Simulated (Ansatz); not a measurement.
**BeSi (built on the sites of a database entry of BaSi): the cell at rest**

Task: relax BeSi (built on the sites of a database entry of BaSi) tightly.

Calculated with Ansatz 0.2.0; DFT PBEsol, scalar-relativistic, plane waves, PAW.

The structure was built from a prototype and need not be the compound's stable phase.

## (1) Set-up

Symmetry: Cmcm, No. 63, orthorhombic system. Conventional cell: a = 3.270 Å, b = 7.758 Å, c = 2.687 Å, α = 90.00°, β = 90.00°, γ = 90.00°. Nearest to Be lie 7 Si at 2.20 to 2.31 Å. Nearest to Si lie 2 Si at 1.65 Å and 7 Be at 2.20 to 2.31 Å. Farther neighbours are not listed.

## (2) Probe on a coarse mesh

A quick single point on a coarse mesh tells whether the cell has a gap and how far it is from rest, which sets the k mesh and smearing that follow.

input.yaml

```yaml
crystal:
  lattice:
    - [1.63501, -3.87908, 0.0]
    - [1.63501, 3.87908, 0.0]
    - [0.0, 0.0, 2.68664]
  atoms:
    - { symbol: Be, position: [0.86, 0.14, 0.25] }
    - { symbol: Be, position: [0.14, 0.86, 0.75] }
    - { symbol: Si, position: [0.562, 0.438, 0.25] }
    - { symbol: Si, position: [0.438, 0.562, 0.75] }
kpoints:
  mp_grid: { grid: [6, 6, 6] }
hamiltonian:
  xc: pbesol
scf:
  occupations: { method: gaussian, width: 0.1 }
output:
  forces: true
  stress: true
  eigenvalues: true
```

The run is started by

```console
$ ansatz run input.yaml --threads 8 --pin off --max-ram 14336MiB --backend cpu --events-out ev --progress --plain --runs-dir out
```

Numbers of over 12 decimals in the logs are rounded to 6 here.

What it wrote:

```text
Engine: ansatz 0.2.0, aarch64-unknown-linux-gnu
Pseudopotentials: kind: paw
Pseudopotential: Be, paw, valence charge 2, recommended cutoff 420 eV (normal), Be.paw.azcp
Pseudopotential: Si, paw, valence charge 4, recommended cutoff 420 eV (normal), Si.paw.azcp
Functional definition: PBEsol
  exchange = pbesol_x
  correlation = pbesol_c
Crystal: 4 atoms, lattice volume = 34.079 Å³
[...]
k-point 0: bands = ["-3.7807", "6.0880", "6.4299", "7.8374", "11.6524", "11.9756", "11.9828", "15.5803", "17.9451", "20.9822"]
  k-point 1: bands = ["-3.2619", "6.4231", "6.8924", "8.3161", "8.4824", "12.2123", "12.4788", "17.2182", "18.3842", "19.1392"]
  k-point 2: bands = ["-1.7233", "4.1354", "7.8574", "8.1447", "9.7442", "12.4925", "13.6540", "15.1475", "16.3839", "16.8010"]
  k-point 51: bands = ["1.3863", "1.3863", "6.0016", "6.0016", "11.4265", "11.4265", "16.0233", "16.0233", "20.5576", "20.5577"]
[key lines of the parts left out:]
SCF converged after 7 iterations
Free energy (F): -1409.491222 eV
Fermi energy:    13.081893 eV
P = ⅓ Tr σ = 162.1523 GPa (1621.523 kbar)
```

It took 0.4 s on 8 threads of Arm Neoverse V1, shared host; peak memory 0.31 GiB.

Numbers from this step:

* pressure: 162.2 GPa
* volume per atom: 8.520 Å³
* gap on the k-mesh: 0 eV

The coarse mesh shows no gap and a pressure of 162.2 GPa.

## (3) Coarse relaxation

A rough relaxation comes first, because large forces or stress need no tight tolerances yet.

Edit input.yaml of step 2 so:

```diff
@@ -11,3 +11,3 @@
 kpoints:
-  mp_grid: { grid: [6, 6, 6] }
+  mp_grid: { grid: [6, 6, 8] }
 hamiltonian:
@@ -20 +20,6 @@
   eigenvalues: true
+relax:
+  adjacent_minimum: "off"
+  f_tol: 0.05
+  max_steps: 80
+  cell: { stress_tol: 0.5 }
```

What it wrote:

```text
[...]
Crystal: 4 atoms, lattice volume = 34.079 Å³
Basis set: ecut = 420 eV, 673 PW (Γ), exchange–correlation on 60×60×36 points (8 copies of the dense FFT grid, shifted against one another)
Bands: 10, of which v1, the nominal top of the filled ones, is band 6 counted from 1 (5 counted from 0)
Symmetry: 8 space group operations
[...]
k-points: 65 of 288
[...]
cell:  # Å, volume = 45.6681 Å³
    - [1.667171, -4.069514, -2.472151070809294e-17]
    - [1.667171, 4.069514, -2.472151070809294e-17]
    - [-4.062225890287572e-17, 0, 3.365578]
  atoms:
    - { symbol: Be, position: [0.921908, 0.078092, 0.25] }
    - { symbol: Be, position: [0.078092, 0.921908, 0.750000] }
    - { symbol: Si, position: [0.636656, 0.363344, 0.25] }
    - { symbol: Si, position: [0.363344, 0.636656, 0.750000] }
[key lines of the parts left out:]
SCF converged after 3 iterations
Free energy (F): -1422.584129 eV
Fermi energy:    9.455130 eV
P = ⅓ Tr σ = -0.0723 GPa (-0.723 kbar)
```

It took 5.6 s on 8 threads; peak memory 0.38 GiB; 34 s of CPU time.

Relaxation path:

```tsv
step	energy less that of the first step (eV)	largest force component (eV/Å)	pressure (GPa)	volume (Å³)
1	0.0000	27.9450	161.96	34.08
2	-6.8797	13.9569	91.63	36.47
3	-10.5615	5.3800	36.82	41.34
4	-11.8960	0.6641	9.29	46.07
5	-12.1976	0.8020	3.02	47.78
6	-12.5652	0.7825	-1.17	48.47
7	-12.8748	0.4509	-2.00	47.86
8	-12.9473	0.2667	-0.94	46.73
9	-12.9958	0.2843	-0.71	45.93
10	-13.0122	0.1271	0.16	45.29
11	-13.0151	0.0481	0.06	45.50
12	-13.0162	0.0213	0.09	45.42
13*	-13.0383	0.0219	0.43	45.42
14	-13.0388	0.0088	-0.07	45.67
15*	-13.0388	0.0086	-0.07	45.67
```

Relaxation steps marked * repeat the geometry before them on a plane-wave basis chosen anew for their cell, so energy and pressure can jump there.

The run keeps the 8 symmetry operations that it works with, so distortions that break them were not tested.

```tsv
cell as run	before	after	change
a (Å)	4.210	4.398	+4.5 %
b (Å)	4.210	4.398	+4.5 %
c (Å)	2.687	3.366	+25.3 %
γ (°)	134.29	135.44	+0.9 %
volume (Å³/atom)	8.52	11.42	+34.0 %
```

The atoms that moved most (Å, as changes of fractional coordinates times the final cell):

```tsv
atom	dx	dy	dz	length
Si4	0.000	0.608	0.000	0.608
Si3	0.000	-0.608	0.000	0.608
Be1	0.000	-0.504	0.000	0.504
Be2	0.000	0.504	0.000	0.504
```

The relaxed structure:

```xyz
4
Lattice="1.6672 -4.0695 0.0000 1.6672 4.0695 0.0000 0.0000 0.0000 3.3656" Properties=species:S:1:pos:R:3 pbc="T T T"
Be    1.6672   -3.4339    0.8414
Be    1.6672    3.4339    2.5242
Si    1.6672   -1.1122    0.8414
Si    1.6672    1.1122    2.5242
```

This step gave:

```
pressure        : -0.07226 GPa
volume per atom : 11.42 Å³
```

In this step the volume went from 8.52 to 11.42 Å³/atom.

## (4) Bringing the structure to rest

Harmonic phonons are second derivatives at a point where the forces vanish, and they are wanted at zero stress, so atoms and cell are relaxed first.

input.yaml

```yaml
crystal:
  lattice:
    - [1.6671712996, -4.069514411, 0.0]
    - [1.6671712996, 4.069514411, 0.0]
    - [0.0, 0.0, 3.3655782785]
  atoms:
    - { symbol: Be, position: [0.9219079677, 0.0780920323, 0.25] }
    - { symbol: Be, position: [0.0780920323, 0.9219079677, 0.75] }
    - { symbol: Si, position: [0.6366561965, 0.3633438035, 0.25] }
    - { symbol: Si, position: [0.3633438035, 0.6366561965, 0.75] }
kpoints:
  mp_grid: { grid: [12, 12, 10] }
hamiltonian:
  xc: pbesol
scf:
  occupations: { method: gaussian, width: 0.1 }
output:
  forces: true
  stress: true
  eigenvalues: true
relax:
  adjacent_minimum: "off"
  f_tol: 0.005
  max_steps: 80
  cell: { stress_tol: 0.05 }
```

What it wrote:

```text
[...]
Crystal: 4 atoms, lattice volume = 45.668 Å³
Basis set: ecut = 420 eV, 915 PW (Γ), exchange–correlation on 60×60×48 points (8 copies of the dense FFT grid, shifted against one another)
Bands: 10, of which v1, the nominal top of the filled ones, is band 6 counted from 1 (5 counted from 0)
Symmetry: 8 space group operations
[...]
k-points: 258 of 1440
[...]
SCF iter   1: F=—  HF=-1422.593112 eV  |F-HF|=—  |Δ(HF+E_count)|=         —  Δρ=2.75e-3  dr2=4.13e-3  ethr=1.77e-3  ⟨swp⟩=5.1  Hψ=18792  notcnv=0
[...]
SCF iter   7: F=-1422.591694 eV  HF=-1422.591694 eV  |F-HF|=1.45e-9  |Δ(HF+E_count)|=   8.71e-8  Δρ=2.07e-6  dr2=2.54e-9  ethr=8.33e-10  ⟨swp⟩=4.6  Hψ=9305  notcnv=0
SCF 1 converged in 7 iterations: F = -1422.591694 eV  dr2 = 2.54e-9
[...]
relax step   1: F+E_penalty+E_count = -1422.59169395 eV  Δ(F+E_penalty+E_count) = +0.000e0 eV  max|allowed force component| = 2.692e-2 eV/Å  Δτ_max = 0.0000 Å  P = -0.040 GPa  Ω = 45.668 Å³  (7 SCF iters, dr2 threshold 1.00e-7 eV, accepted)
Crystal: 4 atoms, lattice volume = 45.711 Å³
Basis set: ecut = 420 eV, 923 PW (Γ), exchange–correlation on 60×60×48 points (8 copies of the dense FFT grid, shifted against one another)
[...]
SCF iter   4: F=-1422.595615 eV  HF=-1422.595615 eV  |F-HF|=1.17e-9  |Δ(HF+E_count)|=   1.07e-6  Δρ=1.41e-5  dr2=4.91e-8  ethr=3.33e-9  ⟨swp⟩=3.1  Hψ=10339  notcnv=0
SCF 2 converged in 4 iterations: F = -1422.595615 eV  dr2 = 4.91e-8
[...]
relax step   2: F+E_penalty+E_count = -1422.59561511 eV  Δ(F+E_penalty+E_count) = -3.921e-3 eV  max|allowed force component| = 1.671e-2 eV/Å  Δτ_max = 0.0023 Å  P = -0.061 GPa  Ω = 45.711 Å³  energy of the carried Pulay correction = -8.043e-6 eV  (4 SCF iters, dr2 threshold 4.00e-7 eV, accepted)
Crystal: 4 atoms, lattice volume = 45.754 Å³
[...]
SCF iter   4: F=-1422.596641 eV  HF=-1422.596641 eV  |F-HF|=8.27e-9  |Δ(HF+E_count)|=   1.99e-6  Δρ=1.66e-5  dr2=5.97e-8  ethr=3.33e-9  ⟨swp⟩=3.6  Hψ=12008  notcnv=0
SCF 3 converged in 4 iterations: F = -1422.596641 eV  dr2 = 5.97e-8
relax step   3: F+E_penalty+E_count = -1422.59664110 eV  Δ(F+E_penalty+E_count) = -1.026e-3 eV  max|allowed force component| = 1.096e-3 eV/Å  Δτ_max = 0.0060 Å  P = +0.004 GPa  Ω = 45.754 Å³  energy of the carried Pulay correction = -1.601e-5 eV  (4 SCF iters, dr2 threshold 4.00e-7 eV, accepted)
[...]
relax step   4: F+E_penalty+E_count = -1422.59665696 eV  Δ(F+E_penalty+E_count) = -1.586e-5 eV  max|allowed force component| = 3.580e-3 eV/Å  Δτ_max = 0.0005 Å  P = +0.031 GPa  Ω = 45.738 Å³  energy of the carried Pulay correction = -1.303e-5 eV  (4 SCF iters, dr2 threshold 9.91e-8 eV, accepted)
[...]
relax step   5: F+E_penalty+E_count = -1422.59668305 eV  Δ(F+E_penalty+E_count) = -2.609e-5 eV  max|allowed force component| = 2.110e-3 eV/Å  Δτ_max = 0.0005 Å  P = +0.019 GPa  Ω = 45.739 Å³  energy of the carried Pulay correction = -1.324e-5 eV  (3 SCF iters, dr2 threshold 1.07e-7 eV, accepted)
[...]
relax step   6: F+E_penalty+E_count = -1422.59671289 eV  Δ(F+E_penalty+E_count) = -2.984e-5 eV  max|allowed force component| = 2.197e-3 eV/Å  Δτ_max = 0.0000 Å  P = +0.019 GPa  Ω = 45.739 Å³  stress off target by 5.09e-2 GPa  SCF on the basis re-selected at this cell (its energy is not comparable with the rows above)  (5 SCF iters)
[...]
relax step   7: F+E_penalty+E_count = -1422.59671468 eV  Δ(F+E_penalty+E_count) = -1.786e-6 eV  max|allowed force component| = 2.952e-4 eV/Å  Δτ_max = 0.0002 Å  P = +0.007 GPa  Ω = 45.747 Å³  energy of the carried Pulay correction = -1.356e-6 eV  (3 SCF iters, dr2 threshold 6.47e-9 eV, accepted)
[...]
SCF iter   4: F=-1422.596716 eV  HF=-1422.596716 eV  |F-HF|=1.36e-12  |Δ(HF+E_count)|=  4.77e-12  Δρ=1.37e-7  dr2=7.31e-12  ethr=1.00e-12  ⟨swp⟩=4.0  Hψ=8118  notcnv=0
SCF 8 converged in 4 iterations: F = -1422.596716 eV  dr2 = 7.31e-12
relax step   8: F+E_penalty+E_count = -1422.59671573 eV  Δ(F+E_penalty+E_count) = -1.052e-6 eV  max|allowed force component| = 2.538e-4 eV/Å  Δτ_max = 0.0000 Å  P = +0.007 GPa  Ω = 45.747 Å³  stress off target by 7.49e-3 GPa  SCF on the basis re-selected at this cell (its energy is not comparable with the rows above)  (4 SCF iters)
[...]
SCF converged after 4 iterations
Free energy (F): -1422.596716 eV
[...]
Internal energy: -1422.591538 eV  (E = F + TS)
E sigma→0 (E₀):  -1422.594127 eV
Entropy (-TS):   -0.005177 eV (-1.294 meV/atom)
Fermi energy:    9.494098 eV
[...]
--- Forces (eV/Å), atoms counted from 1 ---
  atom   1  Be     0.00000000    -0.00025384     0.00000000
  atom   2  Be     0.00000000     0.00025384     0.00000000
  atom   3  Si     0.00000000     0.00002834     0.00000000
  atom   4  Si     0.00000000    -0.00002834     0.00000000
  max |Σ_I F_I| component: 0.00e0 eV/Å
--- Stress (GPa, compression-positive) ---
        0.007293       0.000000       0.000000
        0.000000       0.007494       0.000000
        0.000000       0.000000       0.005375
  P = ⅓ Tr σ = 0.0067 GPa (0.067 kbar)
--- Band table (eV; the first three rows and the last of 258) ---
[...]
--- Relaxed structure (6 steps of the walk, 6 accepted, 2 SCFs on fresh bases) ---
[...]
cell:  # Å, volume = 45.7466 Å³
    - [1.671104, -4.024833, 0.0]
    - [1.671104, 4.024833, 0.0]
    - [0.0, 0.0, 3.400768]
  atoms:
    - { symbol: Be, position: [0.921956, 0.078044, 0.25] }
    - { symbol: Be, position: [0.078044, 0.921956, 0.750000] }
    - { symbol: Si, position: [0.635700, 0.364300, 0.25] }
    - { symbol: Si, position: [0.364300, 0.635700, 0.750000] }
```

Run time: 8.9 s. Hardware: 8 threads; peak memory 0.48 GiB.

The steps of the relaxation:

```tsv
step	energy less that of the first step (eV)	largest force component (eV/Å)	pressure (GPa)	volume (Å³)
1	0.0000	0.0269	-0.04	45.67
2	-0.0039	0.0167	-0.06	45.71
3	-0.0049	0.0011	0.00	45.75
4	-0.0050	0.0036	0.03	45.74
5	-0.0050	0.0021	0.02	45.74
6*	-0.0050	0.0022	0.02	45.74
7	-0.0050	0.0003	0.01	45.75
8*	-0.0050	0.0003	0.01	45.75
```

Relaxation steps marked * repeat the geometry before them on a plane-wave basis chosen anew for their cell, so energy and pressure can jump there.

The run keeps the 8 symmetry operations that it works with, so distortions that break them were not tested.

```tsv
conventional cell, symmetrised	before	after	change
a (Å)	3.334	3.342	+0.2 %
b (Å)	8.139	8.050	-1.1 %
c (Å)	3.366	3.401	+1.0 %
volume (Å³/atom)	11.42	11.44	+0.2 %
```

This step gave:

```
pressure        : 0.006720 GPa
volume per atom : 11.44 Å³
```

In this step the volume went from 11.42 to 11.44 Å³/atom.

## (5) Relaxing to small forces for the phonons

Phonons need a cell at rest on their own settings, so the relaxation is repeated with tight tolerances on forces and stress on the k mesh and occupations of the first response run.

input.yaml

```yaml
crystal:
  lattice:
    - [1.6711044401, -4.0248330093, 0.0]
    - [1.6711044401, 4.0248330093, 0.0]
    - [0.0, 0.0, 3.4007682884]
  atoms:
    - { symbol: Be, position: [0.9219559905, 0.0780440095, 0.25] }
    - { symbol: Be, position: [0.0780440095, 0.9219559905, 0.75] }
    - { symbol: Si, position: [0.6357003626, 0.3642996374, 0.25] }
    - { symbol: Si, position: [0.3642996374, 0.6357003626, 0.75] }
kpoints:
  mp_grid: { grid: [12, 12, 12] }
hamiltonian:
  xc: pbesol
scf:
  occupations: { method: methfessel_paxton, width: 0.15 }
output:
  forces: true
  stress: true
  eigenvalues: true
relax:
  adjacent_minimum: "off"
  f_tol: 0.001
  max_steps: 60
  cell: { stress_tol: 0.01 }
```

What it wrote:

```text
[...]
Crystal: 4 atoms, lattice volume = 45.747 Å³
Basis set: ecut = 420 eV, 923 PW (Γ), exchange–correlation on 60×60×48 points (8 copies of the dense FFT grid, shifted against one another)
Bands: 10, of which v1, the nominal top of the filled ones, is band 6 counted from 1 (5 counted from 0)
Symmetry: 8 space group operations
[...]
k-points: 301 of 1728
[...]
cell:  # Å, volume = 45.8543 Å³
    - [1.677702, -4.003719, -7.07498812133898e-19]
    - [1.677702, 4.003719, -7.074988121339778e-19]
    - [-1.4397900374448089e-18, 0, 3.413279]
  atoms:
    - { symbol: Be, position: [0.921935, 0.078065, 0.25] }
    - { symbol: Be, position: [0.078065, 0.921935, 0.75] }
    - { symbol: Si, position: [0.634691, 0.365309, 0.25] }
    - { symbol: Si, position: [0.365309, 0.634691, 0.75] }
[key lines of the parts left out:]
SCF converged after 6 iterations
Free energy (F): -1422.592527 eV
Fermi energy:    9.451367 eV
P = ⅓ Tr σ = 0.0001 GPa (0.001 kbar)
```

Elapsed: 7.8 s, on 8 threads; peak memory 0.5 GiB; 56 s of CPU time.

The steps of the relaxation:

```tsv
step	energy less that of the first step (eV)	largest force component (eV/Å)	pressure (GPa)	volume (Å³)
1	0.0000	0.0217	0.05	45.75
2	-0.0008	0.0208	-0.03	45.81
3	-0.0011	0.0059	0.05	45.83
4	-0.0011	0.0061	0.01	45.85
5	-0.0011	0.0007	0.00	45.85
6*	-0.0012	0.0007	0.00	45.85
```

Relaxation steps marked * repeat the geometry before them on a plane-wave basis chosen anew for their cell, so energy and pressure can jump there.

Forces are held to the 8 operations that the run works with; a distortion that breaks them can't arise in this run.

```tsv
conventional cell, symmetrised	before	after	change
a (Å)	3.342	3.355	+0.4 %
b (Å)	8.050	8.007	-0.5 %
c (Å)	3.401	3.413	+0.4 %
volume (Å³/atom)	11.44	11.46	+0.2 %
```

The relaxed structure:

```cif
data_structure
_symmetry_space_group_name_H-M 'P 1'
_symmetry_Int_Tables_number 1
_cell_length_a 4.3410
_cell_length_b 4.3410
_cell_length_c 3.4133
_cell_angle_alpha 90.000
_cell_angle_beta 90.000
_cell_angle_gamma 134.529
_cell_volume 45.85
loop_
_atom_site_label
_atom_site_type_symbol
_atom_site_fract_x
_atom_site_fract_y
_atom_site_fract_z
_atom_site_occupancy
Be1 Be 0.92193 0.07807 0.25000 1
Be2 Be 0.07807 0.92193 0.75000 1
Si3 Si 0.63469 0.36531 0.25000 1
Si4 Si 0.36531 0.63469 0.75000 1
```

Numbers from this step:

- pressure: 5.35e-5 GPa
- volume per atom: 11.46 Å³

The largest force component left is 0.69 meV/Å and the pressure is 0.000 GPa, within the tolerances set. The cell now holds 11.46 Å³/atom.

## (6) Outcome

```yaml
space_group_after_relaxation_within_0p01_a: Cmcm
lattice_constant_a: 3.355 Å
lattice_constant_b: 8.007 Å
lattice_constant_c: 3.413 Å
volume_per_atom: 11.5 Å³
```

**Reading.** The largest force component left is 0.69 meV/Å and the pressure is 0.000 GPa, within the tolerances set. The cell now holds 11.46 Å³/atom. The relaxation keeps the symmetry of its start, so it says nothing on stability against lower symmetry. The starting cell was built on a prototype and not taken from a measurement, so the phase need not exist.

[Logs are printed without paths, hosts, clocks, repeated set-up lines and the standing remarks that a program may print on its own settings, such as how far it seeks lower states.]

[Hosts, paths, dates, database ids (printed as entryN), source tags and the programs' standing remarks are cut or masked in the printed files.]
